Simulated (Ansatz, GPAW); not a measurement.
## SrCu2S2 (model structure): optical spectrum from first principles

Aim: the dielectric function of SrCu2S2 (model structure), and the optical constants that follow from it. The structure is a model built here, which may or may not match a known phase. It was built so: All Ca replaced by Sr in the P-3m1 structure of CaCu2S2. The cell is first relaxed with Ansatz.

Calculated with GPAW 26.7.0; DFT, PBE, plane-wave PAW (GPAW data sets), scalar-relativistic, RPA, optical limit.

## Step 1: The starting structure

The structure is trigonal, space group P-3m1 (No. 164). The conventional cell has a = 4.044 Å, b = 4.044 Å, c = 6.695 Å, α = 90.00°, β = 90.00°, γ = 120.00°. Nearest to Sr lie 6 S at 2.89 Å. Nearest to Cu lie 4 S at 2.48 Å. S has 4 Cu at 2.48 Å and 3 Sr at 2.89 Å nearest. All Ca replaced by Sr in the P-3m1 structure of CaCu2S2. Farther neighbours and most contacts between anions are not listed.

As a file:

```cif
data_structure
_symmetry_space_group_name_H-M 'P 1'
_symmetry_Int_Tables_number 1
_cell_length_a 4.0437
_cell_length_b 4.0437
_cell_length_c 6.6946
_cell_angle_alpha 90.000
_cell_angle_beta 90.000
_cell_angle_gamma 120.000
_cell_volume 94.80
loop_
_atom_site_label
_atom_site_type_symbol
_atom_site_fract_x
_atom_site_fract_y
_atom_site_fract_z
_atom_site_occupancy
Sr1 Sr 0.00000 0.00000 0.00000 1
Cu2 Cu 0.66667 0.33333 0.62351 1
Cu3 Cu 0.33333 0.66667 0.37649 1
S4 S 0.66667 0.33333 0.25370 1
S5 S 0.33333 0.66667 0.74630 1
```

## Step 2: Relaxation

The structure was built or cut out here, so it is relaxed before any spectrum is computed.

This step: DFT, PBE, plane-wave PAW, default files, scalar-relativistic, relaxation (Ansatz 0.2.0).

Input file input.yaml:

```yaml
crystal:
  lattice:
    - [4.0436522701, -2.9e-09, 0.0]
    - [-2.0218261325, 3.5019055914, 0.0]
    - [0.0, 0.0, 6.69460508]
  atoms:
    - { symbol: Sr, position: [0.0, 0.0, 0.0] }
    - { symbol: Cu, position: [0.6666666667, 0.3333333333, 0.62351] }
    - { symbol: Cu, position: [0.3333333333, 0.6666666667, 0.37649] }
    - { symbol: S, position: [0.6666666667, 0.3333333333, 0.2537] }
    - { symbol: S, position: [0.3333333333, 0.6666666667, 0.7463] }
kpoints:
  mp_grid: { grid: [6, 6, 4] }
scf:
  occupations: { method: fermi_dirac, width: 0.05 }
hamiltonian:
  xc: pbe
output:
  forces: true
  stress: true
relax:
  f_tol: 0.02
  max_steps: 50
  cell: {}
```

Started as:

```bash
> ansatz run input.yaml --threads 1 --pin off --max-ram 4096MiB --backend cpu --events-out ev --progress --plain --runs-dir out
```

Numbers of over 12 decimals in the logs are rounded to 6 here.

Log:

```text
Engine: ansatz 0.2.0, aarch64-unknown-linux-gnu
Pseudopotentials: kind: paw
Pseudopotential: Sr, paw, valence charge 10, recommended cutoff 420 eV (normal), Sr.paw.azcp
Pseudopotential: Cu, paw, valence charge 19, recommended cutoff 420 eV (normal), Cu.paw.azcp
Pseudopotential: S, paw, valence charge 6, recommended cutoff 420 eV (normal), S.paw.azcp
Functional definition: PBE
  parameter kappa = 0.804
  parameter beta = 0.066725
  exchange = pbe_x(kappa = kappa, mu = beta*pi^2/3)
  correlation = pbe_c(beta = beta)
Crystal: 5 atoms, lattice volume = 94.799 Å³
Basis set: ecut = 420 eV, 1835 PW (Γ), exchange–correlation on 60×60×90 points (8 copies of the dense FFT grid, shifted against one another)
Bands: 36, of which v1, the nominal top of the filled ones, is band 30 counted from 1 (29 counted from 0)
Symmetry: 12 space group operations
Space group: P-3m1 (ITA 164), of the structure as read, at distance tolerance 4.6e-5 Å
k-points: 24 of 144
Non-local potential: Sr, projectors of the file, l = 0: 3, l = 1: 2, l = 2: 2
Non-local potential: Cu, projectors of the file, l = 0: 3, l = 1: 2, l = 2: 3, l = 3: 1
Non-local potential: S, projectors of the file, l = 0: 2, l = 1: 2, l = 2: 2
PAW form: soft (Blöchl's): semilocal exchange-correlation on the pseudo side does not see the compensation charge
PAW one-centre angular grid: Sr, 110 points (default); XC on 64 Gauss nodes
PAW one-centre angular grid: Cu, 590 points (default); XC on 64 Gauss nodes
PAW one-centre angular grid: S, 110 points (default); XC on 64 Gauss nodes
Initial density: superposition of atomic densities (neutral atoms: chi_scale 0, normalization atom), corrected by the library's trained network
Initial wavefunctions: pseudopotential atomic-orbital guess
Functional: x = pbe(κ = 0.804, μ = 0.219515), c = pbe(β = 0.066725)
SCF iter   1: F=—  HF=-18603.139860 eV  |F-HF|=—  |Δ(HF+E_count)|=         —  Δρ=2.47e-3  dr2=1.05e-2  ethr=1.77e-3  ⟨swp⟩=8.0  Hψ=4170  notcnv=0
preconditioner: auto → Resta (q_TF=auto, 2.528 Å⁻¹)  ε∞=7.8  [insulator: Δε(μ)=0.955 eV  Ē_g=9.469 eV  σ=0.050 eV  W_gap=1.00  n_scr=22 (ndim 8)  ℏωp=24.7 eV  f_vac=0.024  D(μ)=0.00/eV (n_scr^D=0)  ε∞_Penn≈7.8]
SCF iter   2: F=—  HF=-18603.146597 eV  |F-HF|=—  |Δ(HF+E_count)|=   6.74e-3  Δρ=3.53e-3  dr2=9.19e-3  ethr=1.74e-5  ⟨swp⟩=2.1  Hψ=1566  notcnv=0  defer=12
SCF iter   3: F=—  HF=-18603.144969 eV  |F-HF|=—  |Δ(HF+E_count)|=   1.63e-3  Δρ=5.14e-4  dr2=6.70e-4  ethr=1.53e-5  ⟨swp⟩=2.0  Hψ=1122  notcnv=0  defer=12
SCF iter   4: F=—  HF=-18603.144917 eV  |F-HF|=—  |Δ(HF+E_count)|=   5.18e-5  Δρ=4.94e-4  dr2=4.43e-4  ethr=1.12e-6  ⟨swp⟩=2.5  Hψ=1430  notcnv=0  defer=12
SCF iter   5: F=—  HF=-18603.144871 eV  |F-HF|=—  |Δ(HF+E_count)|=   4.63e-5  Δρ=9.70e-5  dr2=5.68e-6  ethr=7.38e-7  ⟨swp⟩=2.0  Hψ=1215  notcnv=0  defer=12
SCF iter   6: F=—  HF=-18603.144822 eV  |F-HF|=—  |Δ(HF+E_count)|=   4.91e-5  Δρ=1.50e-5  dr2=2.55e-7  ethr=9.46e-9  ⟨swp⟩=2.0  Hψ=1306  notcnv=0  defer=12
SCF iter   7: F=—  HF=-18603.144822 eV  |F-HF|=—  |Δ(HF+E_count)|=   1.62e-7  Δρ=9.57e-6  dr2=1.57e-7  ethr=1.67e-10  ⟨swp⟩=5.0  Hψ=3454  notcnv=0
SCF iter   8: F=-18603.144822 eV  HF=-18603.144822 eV  |F-HF|=1.96e-9  |Δ(HF+E_count)|=   2.41e-8  Δρ=2.55e-6  dr2=1.09e-8  ethr=1.67e-10  ⟨swp⟩=4.7  Hψ=2910  notcnv=0
SCF 1 converged in 8 iterations: F = -18603.144822 eV  dr2 = 1.09e-8
  greatest PAW one-centre occupation: 1.000 electrons in one spin orbital (limit 2), on the Cu atom at site 2 (counted from 0), in its partial waves of l = 0
relax step   1: F+E_penalty+E_count = -18603.14482227 eV  Δ(F+E_penalty+E_count) = +0.000e0 eV  max|allowed force component| = 1.070e0 eV/Å  Δτ_max = 0.0000 Å  P = -0.473 GPa  Ω = 94.799 Å³  (8 SCF iters, dr2 threshold 1.00e-7 eV, accepted)
Crystal: 5 atoms, lattice volume = 99.291 Å³
Basis set: ecut = 420 eV, 1955 PW (Γ), exchange–correlation on 60×60×90 points (8 copies of the dense FFT grid, shifted against one another)
Initial density: handed on by an earlier stage of this run
Initial wavefunctions: those handed on with the density
iter 1 solved again at ethr=2.94e-4 eV; its pass at ethr=3.10e-3 eV (dr2=1.77e-1 eV) is discarded
SCF iter   1: F=—  HF=-18603.241433 eV  |F-HF|=—  |Δ(HF+E_count)|=         —  Δρ=7.00e-3  dr2=1.75e-1  ethr=2.94e-4  ⟨swp⟩=1.2  Hψ=5080  notcnv=0
preconditioner: auto → Resta (q_TF=auto, 2.509 Å⁻¹)  ε∞=7.5  [insulator: Δε(μ)=0.711 eV  Ē_g=9.484 eV  σ=0.050 eV  W_gap=1.00  n_scr=22 (ndim 8)  ℏωp=24.2 eV  f_vac=0.022  D(μ)=0.00/eV (n_scr^D=0)  ε∞_Penn≈7.5]
SCF iter   2: F=—  HF=-18603.218648 eV  |F-HF|=—  |Δ(HF+E_count)|=   2.28e-2  Δρ=7.13e-3  dr2=4.52e-2  ethr=2.92e-4  ⟨swp⟩=3.1  Hψ=1312  notcnv=0
SCF iter   3: F=—  HF=-18603.213324 eV  |F-HF|=—  |Δ(HF+E_count)|=   5.32e-3  Δρ=5.30e-3  dr2=4.00e-2  ethr=7.54e-5  ⟨swp⟩=2.2  Hψ=1714  notcnv=0  defer=4
SCF iter   4: F=—  HF=-18603.205263 eV  |F-HF|=—  |Δ(HF+E_count)|=   8.06e-3  Δρ=1.36e-3  dr2=1.54e-3  ethr=6.67e-5  ⟨swp⟩=2.4  Hψ=1368  notcnv=0  defer=33
SCF iter   5: F=—  HF=-18603.205064 eV  |F-HF|=—  |Δ(HF+E_count)|=   1.99e-4  Δρ=1.75e-4  dr2=6.47e-5  ethr=2.56e-6  ⟨swp⟩=2.0  Hψ=1187  notcnv=0  defer=33
SCF iter   6: F=—  HF=-18603.205053 eV  |F-HF|=—  |Δ(HF+E_count)|=   1.07e-5  Δρ=1.72e-4  dr2=2.09e-5  ethr=1.08e-7  ⟨swp⟩=2.0  Hψ=1309  notcnv=0  defer=33
SCF iter   7: F=—  HF=-18603.205057 eV  |F-HF|=—  |Δ(HF+E_count)|=   4.06e-6  Δρ=2.81e-5  dr2=7.65e-7  ethr=3.49e-8  ⟨swp⟩=2.0  Hψ=1208  notcnv=0  defer=33
SCF iter   8: F=-18603.205058 eV  HF=-18603.205058 eV  |F-HF|=6.28e-8  |Δ(HF+E_count)|=   5.72e-7  Δρ=1.88e-5  dr2=3.63e-7  ethr=8.33e-10  ⟨swp⟩=5.0  Hψ=3188  notcnv=0
SCF 2 converged in 8 iterations: F = -18603.205058 eV  dr2 = 3.63e-7
relax step   2: F+E_penalty+E_count = -18603.20505794 eV  Δ(F+E_penalty+E_count) = -6.024e-2 eV  max|allowed force component| = 1.848e-1 eV/Å  Δτ_max = 0.1520 Å  P = -3.172 GPa  Ω = 99.291 Å³  energy of the carried Pulay correction = -1.105e-3 eV  (8 SCF iters, dr2 threshold 5.00e-7 eV, accepted)
Crystal: 5 atoms, lattice volume = 95.208 Å³
Basis set: ecut = 420 eV, 1883 PW (Γ), exchange–correlation on 60×60×90 points (8 copies of the dense FFT grid, shifted against one another)
iter 1 solved again at ethr=2.75e-4 eV; its pass at ethr=3.10e-3 eV (dr2=1.65e-1 eV) is discarded
SCF iter   1: F=—  HF=-18603.303644 eV  |F-HF|=—  |Δ(HF+E_count)|=         —  Δρ=1.02e-2  dr2=1.67e-1  ethr=2.75e-4  ⟨swp⟩=1.2  Hψ=4259  notcnv=0
preconditioner: auto → Resta (q_TF=auto, 2.526 Å⁻¹)  ε∞=7.8  [insulator: Δε(μ)=0.679 eV  Ē_g=9.438 eV  σ=0.050 eV  W_gap=1.00  n_scr=22 (ndim 8)  ℏωp=24.7 eV  f_vac=0.019  D(μ)=0.00/eV (n_scr^D=0)  ε∞_Penn≈7.8]
SCF iter   2: F=—  HF=-18603.293448 eV  |F-HF|=—  |Δ(HF+E_count)|=   1.02e-2  Δρ=9.94e-3  dr2=4.99e-2  ethr=2.75e-4  ⟨swp⟩=2.8  Hψ=1323  notcnv=0
SCF iter   3: F=—  HF=-18603.279540 eV  |F-HF|=—  |Δ(HF+E_count)|=   1.39e-2  Δρ=2.01e-3  dr2=1.62e-2  ethr=8.31e-5  ⟨swp⟩=2.2  Hψ=1578  notcnv=0  defer=32
SCF iter   4: F=—  HF=-18603.276512 eV  |F-HF|=—  |Δ(HF+E_count)|=   3.03e-3  Δρ=8.15e-4  dr2=1.40e-3  ethr=2.70e-5  ⟨swp⟩=2.1  Hψ=1075  notcnv=0  defer=32
SCF iter   5: F=—  HF=-18603.276281 eV  |F-HF|=—  |Δ(HF+E_count)|=   2.31e-4  Δρ=1.75e-4  dr2=4.16e-5  ethr=2.34e-6  ⟨swp⟩=2.0  Hψ=1199  notcnv=0  defer=32
SCF iter   6: F=—  HF=-18603.276243 eV  |F-HF|=—  |Δ(HF+E_count)|=   3.81e-5  Δρ=1.14e-4  dr2=1.19e-5  ethr=6.94e-8  ⟨swp⟩=2.1  Hψ=1265  notcnv=0  defer=32
SCF iter   7: F=—  HF=-18603.276247 eV  |F-HF|=—  |Δ(HF+E_count)|=   4.06e-6  Δρ=2.22e-5  dr2=9.13e-7  ethr=1.99e-8  ⟨swp⟩=2.0  Hψ=1188  notcnv=0  defer=32
SCF iter   8: F=-18603.276247 eV  HF=-18603.276247 eV  |F-HF|=7.84e-8  |Δ(HF+E_count)|=   5.64e-7  Δρ=1.22e-5  dr2=1.64e-7  ethr=8.33e-10  ⟨swp⟩=5.0  Hψ=3193  notcnv=0
SCF 3 converged in 8 iterations: F = -18603.276247 eV  dr2 = 1.64e-7
relax step   3: F+E_penalty+E_count = -18603.27624731 eV  Δ(F+E_penalty+E_count) = -7.119e-2 eV  max|allowed force component| = 6.687e-2 eV/Å  Δτ_max = 0.0374 Å  P = -0.713 GPa  Ω = 95.208 Å³  energy of the carried Pulay correction = -1.028e-4 eV  (8 SCF iters, dr2 threshold 5.00e-7 eV, accepted)
[...]
relax step   4: F+E_penalty+E_count = -18603.27978811 eV  Δ(F+E_penalty+E_count) = -3.541e-3 eV  max|allowed force component| = 4.629e-2 eV/Å  Δτ_max = 0.0084 Å  P = +0.088 GPa  Ω = 94.139 Å³  energy of the carried Pulay correction = +1.668e-4 eV  (7 SCF iters, dr2 threshold 5.00e-7 eV, accepted)
[...]
relax step   5: F+E_penalty+E_count = -18603.28027912 eV  Δ(F+E_penalty+E_count) = -4.910e-4 eV  max|allowed force component| = 3.534e-2 eV/Å  Δτ_max = 0.0058 Å  P = +0.066 GPa  Ω = 94.158 Å³  energy of the carried Pulay correction = +1.619e-4 eV  (5 SCF iters, dr2 threshold 1.34e-7 eV, accepted)
[...]
relax step   6: F+E_penalty+E_count = -18603.28081349 eV  Δ(F+E_penalty+E_count) = -5.344e-4 eV  max|allowed force component| = 8.091e-3 eV/Å  Δτ_max = 0.0117 Å  P = -0.006 GPa  Ω = 94.217 Å³  energy of the carried Pulay correction = +1.471e-4 eV  (6 SCF iters, dr2 threshold 8.05e-8 eV, accepted)
Basis set: ecut = 420 eV, 1859 PW (Γ), exchange–correlation on 54×54×96 points (8 copies of the dense FFT grid, shifted against one another)
Initial wavefunctions: pseudopotential atomic-orbital guess (no wavefunctions were taken with the density)
iter 1 solved again at ethr=1.44e-5 eV; its pass at ethr=3.10e-3 eV (dr2=8.65e-3 eV) is discarded
SCF iter   1: F=—  HF=-18603.279900 eV  |F-HF|=—  |Δ(HF+E_count)|=         —  Δρ=2.38e-4  dr2=1.58e-6  ethr=1.44e-5  ⟨swp⟩=2.2  Hψ=5653  notcnv=0
eigensolver tolerance schedule: the retry pair's looser diagonalisation over-reported the residual by 5484.87 of it (diagonalisation noise at an unbounded share of the residual, at the tolerance the schedule requests for it); recorded, not acted on — ethr = c·dr2/N_el stays at c = 1.0e-1
preconditioner: auto → Resta (q_TF=auto, 2.531 Å⁻¹)  ε∞=7.7  [insulator: Δε(μ)=0.841 eV  Ē_g=9.603 eV  σ=0.050 eV  W_gap=1.00  n_scr=22 (ndim 8)  ℏωp=24.8 eV  f_vac=0.020  D(μ)=0.00/eV (n_scr^D=0)  ε∞_Penn≈7.7]
SCF iter   2: F=—  HF=-18603.280480 eV  |F-HF|=—  |Δ(HF+E_count)|=   5.80e-4  Δρ=1.25e-4  dr2=1.10e-6  ethr=2.63e-9  ⟨swp⟩=4.4  Hψ=2658  notcnv=0
SCF iter   3: F=—  HF=-18603.280615 eV  |F-HF|=—  |Δ(HF+E_count)|=   1.36e-4  Δρ=6.03e-5  dr2=5.85e-7  ethr=1.83e-9  ⟨swp⟩=2.4  Hψ=1375  notcnv=0
SCF iter   4: F=—  HF=-18603.280642 eV  |F-HF|=—  |Δ(HF+E_count)|=   2.70e-5  Δρ=1.88e-5  dr2=5.61e-8  ethr=9.75e-10  ⟨swp⟩=2.1  Hψ=1351  notcnv=0
SCF iter   5: F=—  HF=-18603.280645 eV  |F-HF|=—  |Δ(HF+E_count)|=   3.21e-6  Δρ=2.98e-6  dr2=1.47e-9  ethr=9.35e-11  ⟨swp⟩=2.0  Hψ=1091  notcnv=0
SCF iter   6: F=—  HF=-18603.280646 eV  |F-HF|=—  |Δ(HF+E_count)|=   8.41e-8  Δρ=9.60e-7  dr2=3.77e-10  ethr=2.46e-12  ⟨swp⟩=2.0  Hψ=1248  notcnv=0
SCF iter   7: F=—  HF=-18603.280646 eV  |F-HF|=—  |Δ(HF+E_count)|=   5.88e-9  Δρ=2.40e-7  dr2=7.37e-11  ethr=1.00e-12  ⟨swp⟩=2.0  Hψ=1098  notcnv=0
SCF iter   8: F=-18603.280646 eV  HF=-18603.280646 eV  |F-HF|=3.64e-12  |Δ(HF+E_count)|=  5.09e-11  Δρ=6.98e-8  dr2=9.73e-12  ethr=1.00e-12  ⟨swp⟩=4.1  Hψ=2886  notcnv=0
SCF 7 converged in 8 iterations: F = -18603.280646 eV  dr2 = 9.73e-12
relax step   7: F+E_penalty+E_count = -18603.28064556 eV  Δ(F+E_penalty+E_count) = +1.679e-4 eV  max|allowed force component| = 7.967e-3 eV/Å  Δτ_max = 0.0000 Å  P = -0.004 GPa  Ω = 94.217 Å³  stress off target by 2.93e-2 GPa  SCF on the basis re-selected at this cell (its energy is not comparable with the rows above)  (8 SCF iters)
basis re-selected at this cell: Δ(F+E_penalty+E_count) = +1.679e-4 eV, ΔP = +0.002 GPa vs the last step (what re-selecting the basis moved, of the pressure what is left beyond the Pulay correction that the steps carried, after the strain that the cell walked since its last selection, with what the two solves' SCF thresholds leave and, on support functions, any second-order correction that the steps lacked; it is no measure of the basis error at this ecutwfc). The dense FFT grid was sized anew with the basis: this SCF ran on 27×27×48 points, the steps before it on 30×30×45, so part of this shift can come from that change (see relax.cell in the input reference). [rest of the remark cut]
SCF converged after 8 iterations
Free energy (F): -18603.280646 eV
Harris-Foulkes:  -18603.280646 eV  (|F-HF|=3.64e-12)
Internal energy: -18603.280641 eV  (E = F + TS)
E sigma→0 (E₀):  -18603.280643 eV
Entropy (-TS):   -0.000005 eV (-0.001 meV/atom)
Fermi energy:    10.471902 eV
--- Per-component energies (eV) ---
  E_band       = -986.683818
  E_kinetic    = 1062.877968
  E_local      = -12702.389446  (includes V_loc(G=0)·N_el)
  E_nonlocal   = 1057.773566
  E_hartree    = 5574.278941
  E_xc         = -546.222224
  E_vxc        = -567.610048  (∫ρ·V_xc dr)
  E_paw        = -7238.224049  (= ΣΔE_a)
  E_vpaw       = -985.894509  (= ΣTr[D̂ρ^β])
  E_aug_tail   = 0.000528  (compensation charges beyond the density's cutoff)
  E_ewald      = -5811.375926
  E_smearing   = -0.000005  (= −TS)
  E_closure    = 0.000000  (closes the sum)
  Σ components = -18603.280646   (vs F -18603.280646, Δ=0.00e0)
--- Forces (eV/Å), atoms counted from 1 ---
  atom   1  Sr     0.00000000     0.00000000     0.00000000
  atom   2  Cu    -0.00000000     0.00000000     0.00796691
  atom   3  Cu     0.00000000    -0.00000000    -0.00796691
  atom   4  S      0.00000000     0.00000000     0.00233129
  atom   5  S     -0.00000000    -0.00000000    -0.00233129
  max |Σ_I F_I| component: 1.97e-17 eV/Å
--- Stress (GPa, compression-positive) ---
       -0.020177       0.000000       0.000000
        0.000000      -0.020177      -0.000000
        0.000000      -0.000000       0.029292
  P = ⅓ Tr σ = -0.0037 GPa (-0.037 kbar)
--- Relaxed structure (6 steps of the walk, 6 accepted, 1 SCFs on fresh bases) ---
  F+E_penalty+E_count = -18603.28064556 eV   max|allowed force component| = 7.967e-3 eV/Å   (the final SCF, on the basis selected at the relaxed cell)
  cell:  # Å, volume = 94.2166 Å³
    - [4.004779, -2.894150113512141e-9, 5.435266232475087e-19]
    - [-2.002389, 3.468240, -1.087053246495024e-18]
    - [8.998538562460414e-19, -1.558592601006149e-18, 6.783279]
  atoms:
    - { symbol: Sr, position: [0, 0, 0] }
    - { symbol: Cu, position: [0.666667, 0.333333, 0.626182] }
    - { symbol: Cu, position: [0.333333, 0.666667, 0.373818] }
    - { symbol: S, position: [0.666667, 0.333333, 0.272274] }
    - { symbol: S, position: [0.333333, 0.666667, 0.727726] }
```

Wall time 31 s (1 thread of Arm Neoverse V1, shared host); peak memory 0.39 GiB.

The steps of the relaxation:

```
step  energy less that of the first step (eV)  largest force component (eV/Å)  pressure (GPa)  volume (Å³)
   1                                   0.0000                          1.0700           -0.47        94.80
   2                                  -0.0602                          0.1848           -3.17        99.29
   3                                  -0.1314                          0.0669           -0.71        95.21
   4                                  -0.1350                          0.0463            0.09        94.14
   5                                  -0.1355                          0.0353            0.07        94.16
   6                                  -0.1360                          0.0081           -0.01        94.22
  7*                                  -0.1358                          0.0080            0.00        94.22
```

Relaxation steps marked * repeat the geometry before them on a plane-wave basis chosen anew for their cell, so energy and pressure can jump there.

Forces are held to the 12 operations that the run works with; a distortion that breaks them can't arise in this run.

```
conventional cell, symmetrised  before  after  change
                         a (Å)   4.044  4.005  -1.0 %
                         b (Å)   4.044  4.005  -1.0 %
                         c (Å)   6.695  6.783  +1.3 %
              volume (Å³/atom)   18.96  18.84  -0.6 %
```

The atoms that moved most (Å, as changes of fractional coordinates times the final cell):

| atom | dx | dy | dz | length |
| --- | --- | --- | --- | --- |
| S4 | 0.000 | 0.000 | 0.126 | 0.126 |
| S5 | 0.000 | 0.000 | -0.126 | 0.126 |
| Cu2 | 0.000 | 0.000 | 0.018 | 0.018 |
| Cu3 | 0.000 | 0.000 | -0.018 | 0.018 |

The relaxed structure:

```xyz
5
Lattice="4.0048 0.0000 0.0000 -2.0024 3.4682 0.0000 0.0000 0.0000 6.7833" Properties=species:S:1:pos:R:3 pbc="T T T"
Sr    0.0000    0.0000    0.0000
Cu    2.0024    1.1561    4.2476
Cu    0.0000    2.3122    2.5357
S     2.0024    1.1561    1.8469
S     0.0000    2.3122    4.9364
```

The relaxation ends with a largest force component of 0.0080 eV/Å and a pressure of 0.00 GPa.

(Continued in part 2 of 3.)

[Machine, clock and banner lines and Python warnings are left out of the logs.]

[Logs are printed without paths, hosts, clocks, repeated set-up lines and the standing remarks that a program may print on its own settings, such as how far it seeks lower states.]

[Hosts, paths, dates, database ids (printed as entryN), source tags and the programs' standing remarks are cut or masked in the printed files.]
